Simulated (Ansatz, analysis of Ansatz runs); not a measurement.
# Reproducing a measured hyperfine coupling: NV- centre in 3C-SiC, part 2 of 2

Subject: NV- centre in 3C-SiC. Wanted: its hyperfine coupling, in one set-up (PBE, 64-site cell, PBE lattice, 870 eV, k: the single point 1/4 1/4 1/4 then 2x2x2 shifted 0.5 0.5 0.5, harder PAW files at their own cutoff). The model is a cell of 64 host atoms with 1 site emptied and N put on another atom's site. The isotropic coupling follows from the spin density at the nucleus, the nuclear g-factor and the total spin. Other potentials or another program check that the number doesn't hang on one set of files.

Ansatz 0.2.0; PBE, 64-site cell, PBE lattice, 870 eV, k: the single point 1/4 1/4 1/4 then 2x2x2 shifted 0.5 0.5 0.5, harder PAW files at their own cutoff.

So far: Set-up; Relaxation, charge −1.

**3. Contact spin densities**

The relaxed structure is kept, and the final numbers are taken at the final level and k-points.

This step: plane-wave PAW DFT, PBE; single point of a defect supercell.

point/input.yaml reads:

```yaml
crystal:
  lattice:
    - [8.75896893, 0.0, 0.0]
    - [0.0, 0.0, -8.75896893]
    - [0.0, 8.75896893, 0.0]
  atoms:
    - { symbol: Si, position: [-8.5523e-05, -8.3545e-05, 2.8148e-05] }
    - { symbol: Si, position: [0.000389905, 0.25064882, 0.251071583] }
    - { symbol: Si, position: [0.250632372, 0.000403019, 0.251080001] }
    - { symbol: Si, position: [0.250054973, 0.250062604, 0.0006842] }
    - { symbol: C, position: [0.125217149, 0.125220847, 0.125841356] }
    - { symbol: C, position: [0.127713017, 0.375451826, 0.377739925] }
    - { symbol: C, position: [0.375453472, 0.127716734, 0.377742816] }
    - { symbol: C, position: [0.375334906, 0.375333714, 0.125198115] }
    - { symbol: Si, position: [-5.3453e-05, -6.1369e-05, 0.500426481] }
    - { symbol: Si, position: [-0.000391242, 0.249758001, 0.750205194] }
    - { symbol: Si, position: [0.249757196, -0.000407686, 0.750211447] }
    - { symbol: Si, position: [0.25119459, 0.251192582, 0.505202163] }
    - { symbol: C, position: [0.124160264, 0.124163879, 0.625509159] }
    - { symbol: C, position: [0.124587875, 0.374899851, 0.876002431] }
    - { symbol: C, position: [0.374896329, 0.124587961, 0.875991099] }
    - { symbol: "N", position: [0.359017758, 0.359035276, 0.640306572] }
    - { symbol: Si, position: [0.000123259, 0.500260352, -0.000456182] }
    - { symbol: Si, position: [0.001253451, 0.750023276, 0.249647888] }
    - { symbol: Si, position: [0.252717637, 0.501022981, 0.25185801] }
    - { symbol: Si, position: [0.250409089, 0.748702695, -0.00044409] }
    - { symbol: C, position: [0.125207589, 0.62429038, 0.124411717] }
    - { symbol: C, position: [0.125131426, 0.875932347, 0.375807513] }
    - { symbol: C, position: [0.367271894, 0.636322327, 0.3651191] }
    - { symbol: C, position: [0.375800014, 0.876212715, 0.124005688] }
    - { symbol: Si, position: [0.000252001, 0.500123965, 0.499894891] }
    - { symbol: Si, position: [6.9246e-05, 0.748679475, 0.749569732] }
    - { symbol: Si, position: [0.251759972, 0.494643573, 0.748277055] }
    - { symbol: Si, position: [0.253145853, 0.748240432, 0.500167303] }
    - { symbol: C, position: [0.127797098, 0.622667691, 0.625233804] }
    - { symbol: C, position: [0.12503186, 0.874431895, 0.875157943] }
    - { symbol: C, position: [0.375403161, 0.622637269, 0.872647817] }
    - { symbol: C, position: [0.375071313, 0.875906273, 0.62550693] }
    - { symbol: Si, position: [0.500263339, 0.000122135, -0.000450615] }
    - { symbol: Si, position: [0.501009527, 0.252725438, 0.251848948] }
    - { symbol: Si, position: [0.750027316, 0.001258432, 0.249640154] }
    - { symbol: Si, position: [0.748701993, 0.250397904, -0.000460171] }
    - { symbol: C, position: [0.624280851, 0.125204986, 0.124409249] }
    - { symbol: C, position: [0.636317566, 0.367267397, 0.36511898] }
    - { symbol: C, position: [0.875921262, 0.125128418, 0.375804624] }
    - { symbol: C, position: [0.87621416, 0.375807218, 0.124006304] }
    - { symbol: Si, position: [0.500118788, 0.000237403, 0.499881882] }
    - { symbol: Si, position: [0.494656031, 0.251724914, 0.748288065] }
    - { symbol: Si, position: [0.748677872, 7.7088e-05, 0.749563294] }
    - { symbol: Si, position: [0.74824535, 0.253139855, 0.500154519] }
    - { symbol: C, position: [0.622670931, 0.127798395, 0.625230982] }
    - { symbol: C, position: [0.622647879, 0.375400276, 0.872644221] }
    - { symbol: C, position: [0.874434851, 0.125031379, 0.875159541] }
    - { symbol: C, position: [0.875906888, 0.375072949, 0.625506224] }
    - { symbol: Si, position: [0.500214357, 0.500213101, 5.0624e-05] }
    - { symbol: Si, position: [0.500934377, 0.749408794, 0.251013064] }
    - { symbol: Si, position: [0.74940258, 0.500929829, 0.251017208] }
    - { symbol: Si, position: [0.750070197, 0.750056753, -0.001411151] }
    - { symbol: C, position: [0.625969552, 0.625963578, 0.124342402] }
    - { symbol: C, position: [0.625869496, 0.876706666, 0.374420884] }
    - { symbol: C, position: [0.876700872, 0.625878035, 0.374422362] }
    - { symbol: C, position: [0.875327861, 0.875329476, 0.124820185] }
    - { symbol: Si, position: [0.50050557, 0.74819446, 0.746984105] }
    - { symbol: Si, position: [0.748181753, 0.500491394, 0.746960997] }
    - { symbol: Si, position: [0.748992183, 0.748990416, 0.498782293] }
    - { symbol: C, position: [0.635976698, 0.635980796, 0.632840454] }
    - { symbol: C, position: [0.624219943, 0.875520844, 0.874916879] }
    - { symbol: C, position: [0.875527016, 0.624228858, 0.874924271] }
    - { symbol: C, position: [0.875717441, 0.875720454, 0.624526524] }
total_charge: -1
basis:
  xc_grid: 2
hamiltonian:
  xc: pbe
  pseudopotentials: { kind: paw, source: ansatz }
kpoints:
  mp_grid: { grid: [2, 2, 2], shift: [0.5, 0.5, 0.5] }
magnetization:
  spin_polarized: true
  initial_magnetization: 2
  spin_locking: { lock_magnetization: hard }
scf:
  occupations: { method: fermi_dirac, width: 0.01 }
  max_iter: 120
output:
  forces: true
  efg: {}
  eigenvalues: true
checkpoint:
  read: "../relax.run"
```

Started as:

```bash
ansatz run input.yaml --threads 2 --pin off --max-ram 3768MiB --backend cpu --events-out ev --progress --plain --runs-dir out
```

Numbers of over 12 decimals in the logs are rounded to 6 here.

Output:

```text
[...]
Crystal: 63 atoms, lattice volume = 671.984 Å³
Basis set: ecut = 870 eV, 39127 PW (Γ), exchange–correlation on 180×180×180 points (8 copies of the dense FFT grid, shifted against one another)
Bands: 191, of which v1, the nominal top of the filled ones, is band 127 counted from 1 (126 counted from 0)
Symmetry: 1 space group operations
[...]
k-points: 4 of 8 (time reversal used)
[...]
Stability of the state it starts from, as read at its close in the collinear treatment: not read negative (Ritz values of 1 − χ₀K, real part plus size of imaginary part, from 0.97 to 1.5, by its mixing steps under no symmetry); [...]
Starting moments: Σ|m| = 2 μB on 63 of 63 sites; this step starts from the density that it was given
[...]
iter 1 solved again at ethr=9.68e-6 eV; its pass at ethr=3.10e-3 eV (dr2=2.46e-2 eV) is discarded
[...]
atom  23  C  V_zz =    +2.108446   η = 0.0700   by run symmetry: allowed
[...]
atom  27  Si V_zz =    +1.580987   η = 0.4080   by run symmetry: allowed
[...]
atom  29  C  V_zz =    +0.304735   η = 0.1537   by run symmetry: allowed
[...]
atom  38  C  V_zz =    +2.108365   η = 0.0703   by run symmetry: allowed
[...]
atom  42  Si V_zz =    +1.591312   η = 0.4070   by run symmetry: allowed
[...]
atom  60  C  V_zz =    +2.061244   η = 0.0849   by run symmetry: allowed
[...]
--- Band table (eV; the first three rows and the last of 8) ---
[...]
[... further k-points left out ...]
[key lines of the parts left out:]
SCF converged after 7 iterations
Magnetization: 2.0000 μB (128.0000 up, 126.0000 down)
Free energy (F): -27869.356871 eV
Fermi energy:    9.844500 (↑ 10.440912, ↓ 9.795049) eV
```

It took 3.6 min on 2 threads of Intel Xeon Platinum 8375C at 2.90GHz (Ice Lake), shared host; peak memory 3.4 GiB.

Reading the cycles: dr2 is the Hartree energy of the density residual (eV), the measure of convergence; HF is the Harris–Foulkes estimate of the energy, which meets the free energy F at convergence.

Numbers from this step:

```
free energy                           : -27869.3569 eV
total moment                          : 2 μB
integral of the absolute spin density : 2.144 μB
spin contamination                    : 0.01211
```

The largest moments in the atoms' spheres: C23 0.28, C38 0.28, C60 0.28, C22 0.02, C39 0.02, C62 0.02 μB.

Isotropic hyperfine couplings from the contact spin densities (Fermi contact term with core polarisation, no dipolar part), the largest:

| atom | isotope | distance from the centre (Å) | contact spin density (e/Å³) | A (MHz) |
| --- | --- | --- | --- | --- |
| C38 | 13C | 2.04 | 0.693 | 57.7 |
| C23 | 13C | 2.04 | 0.693 | 57.7 |
| C60 | 13C | 2.05 | 0.675 | 56.3 |
| Si50 | 29Si | 3.09 | -0.146 | 9.6 |
| Si51 | 29Si | 3.09 | -0.146 | 9.6 |
| Si59 | 29Si | 3.08 | -0.145 | 9.6 |
| C22 | 13C | 4.78 | 0.0942 | 7.8 |
| C39 | 13C | 4.78 | 0.0942 | 7.8 |
| C62 | 13C | 4.77 | 0.0915 | 7.6 |
| C61 | 13C | 4.77 | 0.0915 | 7.6 |

**4. Outcome**

```yaml
14n_isotropic_part_sign_not_measured: -0.9 MHz
integral_of_the_absolute_spin_density: 2.14 μB
time_of_the_whole_chain: 7.8 min on 2 threads
```

What this shows: 14N, isotropic part (sign not measured): computed -0.9 MHz, measured -1.26 MHz (size measured, sign taken from theory); 0.4 MHz (31 %) smaller in size than the measurement. Only the isotropic (Fermi contact) part is computed, with core polarisation; no vibrational averaging. Limits: the periodic copies of the defect are only 8.8 Å apart.

[Logs are printed without paths, hosts, clocks, repeated set-up lines and the standing remarks that a program may print on its own settings, such as how far it seeks lower states.]

[Hosts, paths, dates, database ids (printed as entryN), source tags and the programs' standing remarks are cut or masked in the printed files.]

[For some hosts the program warned that the k-mesh of the response run may be too coarse for force constants and the static dielectric constant; such warnings are not shown here.]
